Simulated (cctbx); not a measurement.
## What is wrong with this refinement?

Cell a = 11.1960 Å, b = 11.1960 Å, c = 11.1960 Å, α = 90.00°, β = 90.00°, γ = 90.00°; space group Pm-3n (no. 223). The compound is Zn4Cd11Sn12.

The data are simulated with cctbx, not measured: Mo Kα, λ = 0.71073 Å, to d = 0.6 Å, 80 % of the full sphere, strongest reflection 5000 counts, noise from counting, a 4 % proportional error and a noise floor of 15 counts (s.d.); no absorption.

An anisotropic refinement with weights 1/σ² prints:

```text
Rint 0.140, 644 unique reflections to 0.60 A
cycle     R1     wR2    GooF  max shift (A)
   1  0.0456  0.0735   2.342   0.00047
   2  0.0260  0.0383   1.220   0.00000
final R1 0.0260 wR2 0.0383 GooF 1.220  parameters 14  data/parameter 46.0
atom        x        y        z      Ueq    occ   su(xyz)  su(Uiso or U11)
Sn1    0.81755  0.60758  0.50000   0.0115  1.000  0.00004  0.0002
Cd1    0.50000  0.00000  0.75000   0.0086  1.000  0.00000  0.0002
Cd2    0.68109  0.31891  0.31891   0.0095  1.000  0.00002  0.0001
Zn1    0.00000  0.50000  0.75000   0.0038  1.000  0.00000  0.0004
Zn2    0.50000  0.50000  0.50000   0.0050  1.000  0.00000  0.0004
difference map: max 4.49 min -3.71 rms 0.78
Q1    0.0000  0.0000  0.0397   12    4.53  0.44 A from Zn2
Q2    0.0000  0.4475  0.2287   24    4.02  0.63 A from Zn1
Q3    0.0000  0.5000  0.2833   12    3.75  0.37 A from Zn1
Q4    0.0821  0.1271  0.3988   48    3.56  1.31 A from Sn1
Q5    0.0000  0.2754  0.4081   24    3.39  1.07 A from Cd1
Q6    0.0841  0.0841  0.0841   16    3.07  1.63 A from Zn2
```

**Question.** Can this result stand? If not, what is the likely fault?

Mend it. The fault: dispersion terms of the wrong wavelength (1.54184 Å). Against the right model at the same level, R1 goes from 0.0227 to 0.0260 and GooF from 0.98 to 1.22, U of Zn1 shrinks from 0.0108 to 0.0038 Å² and U of Zn2 shrinks from 0.0119 to 0.0050 Å². f′ and f″ must be those of the data's wavelength; the error mimics a mistyped heavy atom. The signs are weak, and the output alone doesn't single this fault out.

The compound is Zn4Cd11Sn12. The right model at the same level gives:

```text
Rint 0.140, 644 unique reflections to 0.60 A
cycle     R1     wR2    GooF  max shift (A)
   1  0.0255  0.0358   1.141   0.00025
   2  0.0227  0.0307   0.979   0.00000
final R1 0.0227 wR2 0.0307 GooF 0.979  parameters 14  data/parameter 46.0
atom        x        y        z      Ueq    occ   su(xyz)  su(Uiso or U11)
Sn1    0.81757  0.60760  0.50000   0.0104  1.000  0.00003  0.0001
Cd1    0.50000  0.00000  0.75000   0.0072  1.000  0.00000  0.0002
Cd2    0.68109  0.31891  0.31891   0.0081  1.000  0.00002  0.0001
Zn1    0.00000  0.50000  0.75000   0.0108  1.000  0.00000  0.0003
Zn2    0.50000  0.50000  0.50000   0.0119  1.000  0.00000  0.0003
difference map: max 3.57 min -3.17 rms 0.74
Q1    0.0000  0.4398  0.2243   24    3.60  0.73 A from Zn1
Q2    0.0000  0.2752  0.4064   24    3.32  1.09 A from Cd1
Q3    0.0819  0.1286  0.3992   48    3.26  1.32 A from Sn1
Q4    0.0826  0.0826  0.0826   16    2.84  1.60 A from Zn2
Q5    0.0758  0.3077  0.3633   48    2.58  1.87 A from Cd1
Q6    0.0000  0.0342  0.4382   24    2.55  1.58 A from Sn1
```

Isotropic U is held between 0.0001 and 1 Å² by the program, and listed peak heights are interpolated, so they can pass the grid's maximum.

This is a model crystal, built by substitution and not relaxed, with assumed displacement parameters.

[Middle refinement cycles are left out of these outputs.]

[Logs are printed without paths, hosts, clocks, repeated set-up lines and the standing remarks that a program may print on its own settings, such as how far it seeks lower states.]
